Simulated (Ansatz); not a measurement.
**C2S3 (P2_1/c): converging the G0W0 gap**

Aim: see how the G0W0 gap of C2S3 (P2_1/c) on PBE moves with empty bands and screening cutoff, and what each rung costs.

Program: Ansatz 0.2.0. Level of theory: G0W0 on PBE, plane waves, PAW; PAW set soft_1. Results are calculated unless marked as measured.

### 1. The starting structure

The structure is monoclinic, space group P2_1/c (No. 14). The conventional cell has a = 5.805 Å, b = 6.638 Å, c = 10.779 Å, α = 90.00°, β = 109.17°, γ = 90.00°. Nearest to C lie 1 C at 1.37 Å and 2 S at 1.73 Å. Nearest to C lie 3 S at 1.65 to 1.75 Å. S has 2 C at 1.73 to 1.75 Å nearest. Nearest to S lie 2 C at 1.73 to 1.74 Å. S has 1 C at 1.65 Å nearest. Farther neighbours and most contacts between anions are not listed.

Geometry: measured cell, ions relaxed with PBE. The runs that relaxed it are not among those shown.

### 2. 168 empty bands, screening to 33 eV

G0W0 replaces the xc potential by the self-energy, built once from these orbitals. Only a window of levels is corrected, while the sums run over the empty bands that the input names. This step takes PAW set soft_1 files.

The input, input.yaml:

```yaml
crystal:
  lattice:
    - [5.805, 0.0, 0.0]
    - [0.0, 6.6377, 0.0]
    - [-3.5391430821, 0.0, 10.1819277854]
  atoms:
    - { symbol: C, position: [0.4275340412, 0.9956591813, 0.0389019337] }
    - { symbol: C, position: [0.5724659588, 0.4956591813, 0.4610980663] }
    - { symbol: C, position: [0.5724659588, 0.0043408187, 0.9610980663] }
    - { symbol: C, position: [0.4275340412, 0.5043408187, 0.5389019337] }
    - { symbol: C, position: [0.2857765633, 0.3123523348, 0.8947240389] }
    - { symbol: C, position: [0.7142234367, 0.8123523348, 0.6052759611] }
    - { symbol: C, position: [0.7142234367, 0.6876476652, 0.1052759611] }
    - { symbol: C, position: [0.2857765633, 0.1876476652, 0.3947240389] }
    - { symbol: S, position: [0.2143970329, 0.1860506622, 0.019479966] }
    - { symbol: S, position: [0.7856029671, 0.6860506622, 0.480520034] }
    - { symbol: S, position: [0.7856029671, 0.8139493378, 0.980520034] }
    - { symbol: S, position: [0.2143970329, 0.3139493378, 0.519479966] }
    - { symbol: S, position: [0.5239473935, 0.2046179098, 0.852551854] }
    - { symbol: S, position: [0.4760526065, 0.7046179098, 0.647448146] }
    - { symbol: S, position: [0.4760526065, 0.7953820902, 0.147448146] }
    - { symbol: S, position: [0.5239473935, 0.2953820902, 0.352551854] }
    - { symbol: S, position: [0.1369031152, 0.5137988273, 0.8191576789] }
    - { symbol: S, position: [0.8630968848, 0.0137988273, 0.6808423211] }
    - { symbol: S, position: [0.8630968848, 0.4862011727, 0.1808423211] }
    - { symbol: S, position: [0.1369031152, 0.9862011727, 0.3191576789] }
kpoints:
  mp_grid: { grid: [4, 2, 2] }
hamiltonian:
  xc: pbe
  pseudopotentials: { kind: paw, azcp: { folder: soft_1 } }
scf:
  occupations: { method: fixed }
gw:
  n_empty_bands: 168
  ecut_chi: 33
  qp_bands: [v4, c4]
  qp_kpoints: band_edges
  screening: { model: contour_deformation }
```

The run is started by

```
$ ansatz run input.yaml --threads 2 --pin off --max-ram 92160MiB --backend cuda --events-out ev --progress --plain --runs-dir out --devices 1 --max-vram 13GiB
```

Numbers of over 12 decimals in the logs are rounded to 6 here.

Log:

```text
GPUs: using 1 of 1 available (devices: 1).
Engine: ansatz 0.2.0, x86_64-unknown-linux-gnu
Pseudopotentials: kind: paw
Pseudopotential: C, paw, valence charge 4, recommended cutoff 420 eV (normal), soft_1/C.paw.azcp
Pseudopotential: S, paw, valence charge 6, recommended cutoff 420 eV (normal), soft_1/S.paw.azcp
Functional definition: PBE
  parameter kappa = 0.804
  parameter beta = 0.066725
  exchange = pbe_x(kappa = kappa, mu = beta*pi^2/3)
  correlation = pbe_c(beta = beta)
device memory: the entry about to start is reckoned to put 3.4 GiB on a device that reports 57.6 GiB free (of which the cap on the GPU budget leaves the run 13.0 GiB)
GPU FFT provider: cuFFT
GPU libraries: cuBLAS 13.8.2, cuFFT 12.4.0, cuSOLVER 12.3.4
Crystal: 20 atoms, lattice volume = 392.328 Å³
Basis set: ecut = 420 eV, 7669 PW (Γ)
Bands: 72, of which v1, the nominal top of the filled ones, is band 52 counted from 1 (51 counted from 0)
Symmetry: 4 space group operations
Space group: P21/c (ITA 14), of the structure as read, at distance tolerance 7.3e-5 Å
k-points: 12 of 16
Non-local potential: C, projectors of the file, l = 0: 2, l = 1: 2, l = 2: 1
Non-local potential: S, projectors of the file, l = 0: 2, l = 1: 2, l = 2: 1
PAW form: soft (Blöchl's): semilocal exchange-correlation on the pseudo side does not see the compensation charge
PAW one-centre angular grid: C, 110 points (default); XC on 64 Gauss nodes
PAW one-centre angular grid: S, 110 points (default); XC on 64 Gauss nodes
Initial density: superposition of atomic densities (chi_scale 0.1, normalization cell, long waves kept (reshape's long-wave potential 0.01 eV rms))
Initial wavefunctions: pseudopotential atomic-orbital guess
GPU buffer pool allocated for 135000 grid points (all kernels)
GPU transforms: local potential and band sums: pruned to the plane-wave sphere, on 40×45×75
Functional: x = pbe(κ = 0.804, μ = 0.219515), c = pbe(β = 0.066725)
SCF iter   1: F=—  HF=-12831.854391 eV  |F-HF|=—  |Δ(HF+E_count)|=         —  Δρ=6.93e-2  dr2=2.35e1  ethr=3.10e-3  ⟨swp⟩=5.0  Hψ=3668  notcnv=0  defer=206
preconditioner: auto → Resta (q_TF=auto, 2.187 Å⁻¹)  ε∞=3.9  [insulator: Δε(μ)=1.740 eV  Ē_g=11.076 eV  n_scr=64 (ndim 8)  ℏωp=18.7 eV  f_vac=0.007  ε∞_Penn≈3.9]
SCF iter   2: F=—  HF=-12825.962118 eV  |F-HF|=—  |Δ(HF+E_count)|=    5.89e0  Δρ=2.79e-2  dr2=1.99e0  ethr=3.10e-3  ⟨swp⟩=3.0  Hψ=1724  notcnv=0  defer=190
SCF iter   3: F=—  HF=-12825.531381 eV  |F-HF|=—  |Δ(HF+E_count)|=   4.31e-1  Δρ=1.18e-2  dr2=3.75e-1  ethr=1.91e-3  ⟨swp⟩=2.4  Hψ=1119  notcnv=0  defer=213
SCF iter   4: F=—  HF=-12825.500595 eV  |F-HF|=—  |Δ(HF+E_count)|=   3.08e-2  Δρ=2.80e-3  dr2=4.49e-2  ethr=3.61e-4  ⟨swp⟩=2.3  Hψ=1219  notcnv=0  defer=215
SCF iter   5: F=—  HF=-12825.499248 eV  |F-HF|=—  |Δ(HF+E_count)|=   1.35e-3  Δρ=1.02e-3  dr2=3.57e-3  ethr=4.32e-5  ⟨swp⟩=2.6  Hψ=1298  notcnv=0  defer=216
SCF iter   6: F=—  HF=-12825.503034 eV  |F-HF|=—  |Δ(HF+E_count)|=   3.79e-3  Δρ=2.36e-4  dr2=2.74e-4  ethr=3.43e-6  ⟨swp⟩=2.0  Hψ=1241  notcnv=0  defer=216
SCF iter   7: F=—  HF=-12825.503335 eV  |F-HF|=—  |Δ(HF+E_count)|=   3.01e-4  Δρ=9.61e-5  dr2=7.06e-5  ethr=2.64e-7  ⟨swp⟩=2.0  Hψ=1274  notcnv=0  defer=216
SCF iter   8: F=—  HF=-12825.503341 eV  |F-HF|=—  |Δ(HF+E_count)|=   6.02e-6  Δρ=2.56e-5  dr2=4.11e-6  ethr=6.79e-8  ⟨swp⟩=2.0  Hψ=1205  notcnv=0  defer=188
SCF iter   9: F=—  HF=-12825.503343 eV  |F-HF|=—  |Δ(HF+E_count)|=   1.60e-6  Δρ=6.66e-6  dr2=2.42e-7  ethr=3.96e-9  ⟨swp⟩=2.0  Hψ=1138  notcnv=0  defer=188
SCF iter  10: F=-12825.503343 eV  HF=-12825.503343 eV  |F-HF|=1.78e-8  |Δ(HF+E_count)|=   4.41e-7  Δρ=1.84e-6  dr2=1.93e-8  ethr=9.62e-11  ⟨swp⟩=15.5  Hψ=5089  notcnv=0
SCF 1 converged in 10 iterations: F = -12825.503343 eV  dr2 = 1.93e-8
  greatest PAW one-centre occupation: 0.866 electrons in one spin orbital (limit 2), on the S atom at site 15 (counted from 0), in its partial waves of l = 0
device memory: the entry about to start is reckoned to put 4.0 GiB (of the 4.1 GiB reckoned in all, the device holds 0.1 GiB already) on a device that reports 57.4 GiB free (of which the cap on the GPU budget leaves the run 12.9 GiB)
NSCF: frozen V_eff on 12 k-points
the band table was solved once the SCF had ended and its energy, with any forces and stress, was formed, with the checks that follow a solve (3870 applications of the Hamiltonian). They found nothing against the state; the energy, forces and stress were not computed again (output.eigenvalues in the input reference)
device memory: the entry about to start is reckoned to put 3.4 GiB on a device that reports 60.4 GiB free (of which the cap on the GPU budget leaves the run 13.0 GiB)
NSCF: frozen V_eff on 12 k-points
G₀W₀ screening: q 1/12
[... further progress lines ...]
device memory: the entry about to start is reckoned to put 1.4 GiB on a device that reports 55.9 GiB free (of which the cap on the GPU budget leaves the run 13.0 GiB)
NSCF: frozen V_eff on 1 k-points
device memory: the entry about to start is reckoned to put 1.4 GiB on a device that reports 55.9 GiB free (of which the cap on the GPU budget leaves the run 13.0 GiB)
NSCF: frozen V_eff on 1 k-points
SCF converged after 10 iterations
Free energy (F): -12825.503343 eV
Harris-Foulkes:  -12825.503343 eV  (|F-HF|=1.78e-8)
Internal energy: -12825.503343 eV  (E = F + TS)
E sigma→0 (E₀):  -12825.503343 eV
Fermi energy:    3.708623 eV
--- Per-component energies (eV) ---
  E_band       = -383.949088
  E_kinetic    = 1955.392523
  E_local      = -3974.199034  (includes V_loc(G=0)·N_el)
  E_nonlocal   = 606.009224
  E_hartree    = 1322.739501
  E_xc         = -1431.196379
  E_vxc        = -1439.511475  (∫ρ·V_xc dr)
  E_paw        = -8101.573861  (= ΣΔE_a)
  E_vpaw       = -177.117295  (= ΣTr[D̂ρ^β])
  E_aug_tail   = 0.000138  (compensation charges beyond the density's cutoff)
  E_ewald      = -3202.675455
  E_smearing   = -0.000000  (= −TS)
  E_closure    = -0.000000  (closes the sum)
  Σ components = -12825.503343   (vs F -12825.503343, Δ=0.00e0)
--- Band table (eV; the first three rows and the last of 12) ---
  k-point 0: bands = [... 48 lower, 2.9785, 3.2736, 3.3390, 3.5288, 5.3001, 5.9294, 6.0126, 6.0954, ... 16 higher]
  k-point 1: bands = [... 48 lower, 3.1309, 3.1309, 3.5064, 3.5064, 5.5712, 5.5712, 6.1759, 6.1759, ... 16 higher]
  k-point 2: bands = [... 48 lower, 3.2054, 3.2054, 3.4980, 3.4980, 5.7342, 5.7342, 6.0934, 6.0934, ... 16 higher]
  k-point 11: bands = [... 48 lower, 2.9506, 2.9506, 3.4785, 3.4785, 5.4818, 5.4818, 5.7379, 5.7379, ... 16 higher]
--- G₀W₀: contour deformation, 6 samples at zero and on the imaginary axis and 1 off it, 16 q-points, 168 empty bands' worth ---
  eigenvalues of the whole cell's RPA ε∞ on this k-mesh (on a slab, of 1 + 4πα/V) = 4.1351, 4.6940, 5.1141; static W/v taken at q = 0 is 0.208043
  gw.qp_kpoints: band_edges: 12 of 12 stored k-points solved, in 1 pass; an edge of the gap read off the rows below is read off those points alone
  `?` marks the rows in doubt; gw_qp.tsv's column doubts and the gw_qp event give each row's grounds
    ik  band        ε_KS         Σx   Σc(E_QP)       V_xc       Z   E_QP_lin       E_QP  E_QP is
     0    49      2.9785   -17.8130     2.7381   -14.9044  0.7256     2.8069     2.8079  root
     0    50      3.2736   -16.5125     2.0791   -14.4550  0.7437     3.2951     3.2951  root
     0    51      3.3390   -17.9736     2.6863   -15.1518  0.7348     3.2030     3.2036  root
     0    52      3.5288   -16.7323     1.9770   -14.7792  0.7490     3.5527     3.5527  root
     0    53      5.3001    -9.7577    -2.6865   -13.7161  0.7557     6.6271     6.5719  root
     0    54      5.9294   -10.1356    -3.0795   -14.5535  0.7372     7.3727     7.2677  root ?
     0    55      6.0126    -9.6836    -3.2964   -14.3113  0.7445     7.4446     7.3440  root ?
     0    56      6.0954   -10.0876    -3.1011   -14.4859  0.7477     7.4785     7.3927  root
     1    49      3.1309   -17.9361     2.8342   -14.9042  0.7292     2.9318     2.9332  root
     1    50      3.1309   -17.9361     2.8342   -14.9042  0.7292     2.9318     2.9332  root
     1    51      3.5064   -16.7480     2.0018   -14.7853  0.7473     3.5454     3.5455  root
     1    52      3.5064   -16.7480     2.0018   -14.7853  0.7473     3.5454     3.5455  root
     1    53      5.5712   -10.0112    -2.8131   -14.1077  0.7511     6.9324     6.8547  root
     1    54      5.5712   -10.0112    -2.8131   -14.1077  0.7511     6.9324     6.8547  root
     1    55      6.1759   -10.0181    -3.2391   -14.5881  0.7362     7.6208     7.5068  root ?
     1    56      6.1759   -10.0181    -3.2391   -14.5881  0.7362     7.6208     7.5068  root ?
     2    49      3.2054   -18.0437     2.8794   -14.9651  0.7291     3.0048     3.0062  root
     2    50      3.2054   -18.0437     2.8794   -14.9651  0.7291     3.0048     3.0062  root
     2    51      3.4980   -16.5274     1.9754   -14.5312  0.7458     3.4772     3.4772  root
     2    52      3.4980   -16.5274     1.9754   -14.5312  0.7458     3.4772     3.4772  root
     2    53      5.7342   -10.0375    -2.9352   -14.3021  0.7463     7.1528     7.0635  root
     2    54      5.7342   -10.0375    -2.9352   -14.3021  0.7463     7.1528     7.0635  root
     2    55      6.0934   -10.1164    -3.1058   -14.5364  0.7420     7.5043     7.4075  root
     2    56      6.0934   -10.1164    -3.1058   -14.5364  0.7420     7.5043     7.4075  root
     3    49      3.0807   -17.8308     2.8850   -14.7275  0.7245     2.8606     2.8624  root
     3    50      3.0807   -17.8308     2.8850   -14.7275  0.7245     2.8606     2.8624  root
     3    51      3.4726   -16.4859     1.9786   -14.4775  0.7457     3.4428     3.4428  root
     3    52      3.4726   -16.4859     1.9786   -14.4775  0.7457     3.4428     3.4428  root
[...]
11    49      2.9506   -17.7896     2.9395   -14.6220  0.7211     2.7205     2.7226  root
    11    50      2.9506   -17.7896     2.9395   -14.6220  0.7211     2.7205     2.7226  root
    11    51      3.4785   -16.7176     2.0224   -14.6814  0.7463     3.4648     3.4648  root
    11    52      3.4785   -16.7176     2.0224   -14.6814  0.7463     3.4648     3.4648  root
    11    53      5.4818    -9.4394    -2.9031   -13.5983  0.7550     6.7992     6.7375  root
    11    54      5.4818    -9.4394    -2.9031   -13.5983  0.7550     6.7992     6.7375  root
    11    55      5.7379    -9.7125    -2.9945   -14.0239  0.7502     7.1355     7.0547  root
    11    56      5.7379    -9.7125    -2.9945   -14.0239  0.7502     7.1355     7.0547  root
```

It took 26 s on 1 × NVIDIA H100 80GB HBM3 (shared by 6 runs) with 2 threads of AMD EPYC 7R13 (Zen 3), shared host; peak memory 1.5 GiB; 35 s of CPU time.

Numbers from this step:

| Item | Value |
| --- | --- |
| bands summed | 220 |
| RPA ε∞ on this mesh (eigenvalues) | 4.135, 4.694, 5.114 |
| plane waves in the screening matrix | 167 |
| q-points in the mesh | 16 |
| G0W0 gap on the mesh | 2.802 eV |
| k of the valence top | -0.5, 0, 0 |
| k of the conduction bottom | 0, 0, 0 |
| starting gap on the mesh | 1.591 eV |
| Z at the valence top | 0.7500 |
| Z at the conduction bottom | 0.7557 |
| least direct G0W0 gap on the computed points | 2.812 eV |

The gap on the mesh goes from 1.59 eV to 2.80 eV, a correction of +1.21 eV. Between the two edge states, bare exchange in place of the xc potential would open the gap by 5.83 eV, and correlation takes back 4.61 eV.

### 3. 477 empty bands, screening to 66 eV

Bands and screening cutoff are moved together, since each hides the error of the other.

input.yaml, as its differences from that of step 2:

```diff
@@ -34,4 +34,4 @@
 gw:
-  n_empty_bands: 168
-  ecut_chi: 33
+  n_empty_bands: 477
+  ecut_chi: 66
   qp_bands: [v4, c4]
```

Log:

```text
GPUs: using 1 of 1 available (devices: 1).
[...]
GPU FFT provider: cuFFT
GPU libraries: cuBLAS 13.8.2, cuFFT 12.4.0, cuSOLVER 12.3.4
Crystal: 20 atoms, lattice volume = 392.328 Å³
Basis set: ecut = 420 eV, 7669 PW (Γ)
Bands: 72, of which v1, the nominal top of the filled ones, is band 52 counted from 1 (51 counted from 0)
Symmetry: 4 space group operations
[...]
k-points: 12 of 16
[...]
GPU buffer pool allocated for 135000 grid points (all kernels)
[...]
SCF iter   1: F=—  HF=-12831.854391 eV  |F-HF|=—  |Δ(HF+E_count)|=         —  Δρ=6.93e-2  dr2=2.35e1  ethr=3.10e-3  ⟨swp⟩=5.0  Hψ=3668  notcnv=0  defer=206
[...]
SCF iter  10: F=-12825.503343 eV  HF=-12825.503343 eV  |F-HF|=1.78e-8  |Δ(HF+E_count)|=   4.41e-7  Δρ=1.84e-6  dr2=1.93e-8  ethr=9.62e-11  ⟨swp⟩=15.5  Hψ=5089  notcnv=0
SCF 1 converged in 10 iterations: F = -12825.503343 eV  dr2 = 1.93e-8
[...]
NSCF: frozen V_eff on 12 k-points
[...]
G₀W₀ screening: q 1/12
[... further progress lines ...]
[...]
SCF converged after 10 iterations
Free energy (F): -12825.503343 eV
[...]
Internal energy: -12825.503343 eV  (E = F + TS)
E sigma→0 (E₀):  -12825.503343 eV
Fermi energy:    3.708623 eV
[...]
--- Band table (eV; the first three rows and the last of 12) ---
  k-point 0: bands = [... 48 lower, 2.9785, 3.2736, 3.3390, 3.5288, 5.3001, 5.9294, 6.0126, 6.0954, ... 16 higher]
  k-point 1: bands = [... 48 lower, 3.1309, 3.1309, 3.5064, 3.5064, 5.5712, 5.5712, 6.1759, 6.1759, ... 16 higher]
  k-point 2: bands = [... 48 lower, 3.2054, 3.2054, 3.4980, 3.4980, 5.7342, 5.7342, 6.0934, 6.0934, ... 16 higher]
  k-point 11: bands = [... 48 lower, 2.9506, 2.9506, 3.4785, 3.4785, 5.4818, 5.4818, 5.7379, 5.7379, ... 16 higher]
[...]
bands read: the sum over 529 bands ends inside a degenerate multiplet in 8 slots, whose members it reads at an even weight; the widest, k=1: bands 529 to 530 (counted from 1) at 1/2 each
[...]
0    49      2.9785   -17.8130     2.4236   -14.9044  0.7165     2.4842     2.4935  root
     0    50      3.2736   -16.5125     1.7093   -14.4550  0.7319     2.9223     2.9254  root
     0    51      3.3390   -17.9736     2.3483   -15.1518  0.7268     2.8581     2.8656  root
     0    52      3.5288   -16.7323     1.5984   -14.7792  0.7366     3.1714     3.1742  root
     0    53      5.3001    -9.7577    -3.0838   -13.7161  0.7430     6.1949     6.1746  root
     0    54      5.9294   -10.1356    -3.4821   -14.5535  0.7235     6.9087     6.8652  root
     0    55      6.0126    -9.6836    -3.6781   -14.3113  0.7320     7.0057     6.9622  root
     0    56      6.0954   -10.0876    -3.4956   -14.4859  0.7349     7.0368     6.9982  root
[...]
11    53      5.4818    -9.4394    -3.2956   -13.5983  0.7428     6.3675     6.3451  root
    11    54      5.4818    -9.4394    -3.2956   -13.5983  0.7428     6.3675     6.3451  root
    11    55      5.7379    -9.7125    -3.3886   -14.0239  0.7374     6.6911     6.6607  root
    11    56      5.7379    -9.7125    -3.3886   -14.0239  0.7374     6.6911     6.6607  root
```

The job ended after 50 s (1 × NVIDIA H100 80GB HBM3 (shared by 6 runs) with 2 threads; peak memory 2.4 GiB).

This step gave:

- bands summed: 529
- RPA ε∞ on this mesh (eigenvalues): 4.128, 4.683, 5.075
- plane waves in the screening matrix: 475
- q-points in the mesh: 16
- G0W0 gap on the mesh: 2.796 eV
- k of the valence top: -0.5, 0, 0
- k of the conduction bottom: 0, 0, 0
- starting gap on the mesh: 1.591 eV
- Z at the valence top: 0.7373
- Z at the conduction bottom: 0.7430
- least direct G0W0 gap on the computed points: 2.822 eV

Against the run with 4×2×2 mesh, 168 empty bands, screening to 33 eV, PAW set soft_1 files, the gap moves by −0.006 eV.

### 4. 1027 empty bands, screening to 110 eV

input.yaml, as its differences from that of step 3:

```diff
@@ -34,4 +34,4 @@
 gw:
-  n_empty_bands: 477
-  ecut_chi: 66
+  n_empty_bands: 1027
+  ecut_chi: 110.0
   qp_bands: [v4, c4]
```

Log:

```text
GPUs: using 1 of 1 available (devices: 1).
[...]
GPU FFT provider: cuFFT
GPU libraries: cuBLAS 13.8.2, cuFFT 12.4.0, cuSOLVER 12.3.4
Crystal: 20 atoms, lattice volume = 392.328 Å³
Basis set: ecut = 420 eV, 7669 PW (Γ)
Bands: 72, of which v1, the nominal top of the filled ones, is band 52 counted from 1 (51 counted from 0)
Symmetry: 4 space group operations
[...]
k-points: 12 of 16
[...]
0    56      6.0954   -10.0876    -3.7577   -14.4859  0.7292     6.7528     6.7361  root
[...]
11    53      5.4818    -9.4394    -3.5510   -13.5983  0.7373     6.0996     6.0896  root
    11    54      5.4818    -9.4394    -3.5510   -13.5983  0.7373     6.0996     6.0896  root
    11    55      5.7379    -9.7125    -3.6541   -14.0239  0.7316     6.4087     6.3952  root
    11    56      5.7379    -9.7125    -3.6541   -14.0239  0.7316     6.4087     6.3952  root
[key lines of the parts left out:]
SCF converged after 10 iterations
Free energy (F): -12825.503343 eV
Fermi energy:    3.708623 eV
```

Run time: 74 s. Hardware: 1 × NVIDIA H100 80GB HBM3 (shared by 6 runs) with 2 threads; peak memory 4.6 GiB; 2 min of CPU time.

Numbers from this step:

```yaml
bands_summed: 1079
rpa_eps_infinity_on_this_mesh_eigenvalues: 4.109, 4.662, 5.043
plane_waves_in_the_screening_matrix: 1033
g0w0_gap_on_the_mesh: 2.804 eV
k_of_the_valence_top: -0.5, 0, 0
k_of_the_conduction_bottom: 0, 0, 0
starting_gap_on_the_mesh: 1.591 eV
least_direct_g0w0_gap_on_the_computed_points: 2.842 eV
```

Against the run with 4×2×2 mesh, 477 empty bands, screening to 66 eV, PAW set soft_1 files, the gap moves by +0.007 eV.

[end of part 1 of 2]

[Paths, hosts, dates, memory and timing lines, banners, echoed tables and standing remarks are left out of the program output.]

[Logs are printed without paths, hosts, clocks, repeated set-up lines and the standing remarks that a program may print on its own settings, such as how far it seeks lower states.]

[Runs of the session that timed out or met a known fault of the program may be left out.]

[Cells called generated may have been cut or substituted from an entry of the Crystallography Open Database or the Materials Project.]

[Hosts, paths, dates, database ids (printed as entryN), source tags and the programs' standing remarks are cut or masked in the printed files.]
